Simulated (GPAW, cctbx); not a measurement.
# TlSe2: what bonding does to one electron reflection, worked out

TlSe2, Pnnm (no. 58), a = 5.6514 Å, b = 7.3035 Å, c = 4.8089 Å, α = 90.00°, β = 90.00°, γ = 90.00°.

| atom | mult. | x | y | z |
| --- | --- | --- | --- | --- |
| Tl1 | 2 | 1/2 | 1/2 | 1/2 |
| Se1 | 4 | 0.6687 | 0.0909 | 1/2 |

The start was made by putting kin elements into a known structure type; the compound need not exist, or be stable, in this form.

A DFT run (GPAW, PBE, 450 eV, 4×4×3 k-points (along the axes of the calculation cell), Fermi–Dirac width 0.05 eV) gives the static X-ray structure factor of 200 as 82.620 e for the conventional cell; superposed free atoms give 82.986 e. **Problem.** Find the Fourier component V of the crystal potential and the two-beam extinction distance at 120 kV in both cases.

**1. Geometry**

The cell volume is Ω = 198.49 Å³ and d(200) = 2.8257 Å, so g = 1/d = 0.3539 Å⁻¹.

**2. The nuclei**

Electrons feel nuclei as well as electrons, so the nuclear charges are summed with the same phases.

Phase sums Σ exp(2πi h·x), turned so that the total is real and positive: Tl +2.000, Se -2.088. Then F_Z = 81 × (+2.000) + 34 × (-2.088) = 91.00 e. The electron term has the same sign for this reflection.

**3. Mott–Bethe**

Poisson's equation, term by term, gives V = (e/4πε₀)(F_Z − F)/(πΩg²), with e/4πε₀ = 14.3996 V Å.

The prefactor is 14.3996 × 2.8257²/(π × 198.49) = 0.18438 V per electron. Free atoms: (91.00 − 82.986) × 0.18438 = 1.478 V. Crystal: (91.00 − 82.620) × 0.18438 = 1.546 V. F changes by -0.44 % and V by +4.6 %: the same 0.37 e is measured against F_Z − F = 8.0 e in place of F = 83.0 e.

**4. Extinction distance**

In the two-beam case ξ = 1/(λU) with U = 2γm₀eV/h², that is ξ = 150.41 V Å²/(γλV).

At 120 kV, λ = 0.03349 Å and γ = 1.2348. Free atoms: ξ = 2460 Å. Crystal: ξ = 2353 Å. The thickness fringes go as sin²(πt/ξ), so the two patterns slip by a quarter of a period when t|1/ξ₁ − 1/ξ₀| = 1/4, at t ≈ 1347 nm, thicker than usual samples. Thermal motion, absorption and many-beam coupling, left out here, change a real pattern.

**5. Answer**

V(200) is 1.55 V against 1.48 V, and ξ is 2353 against 2460 Å. Limits: static atoms, two beams.
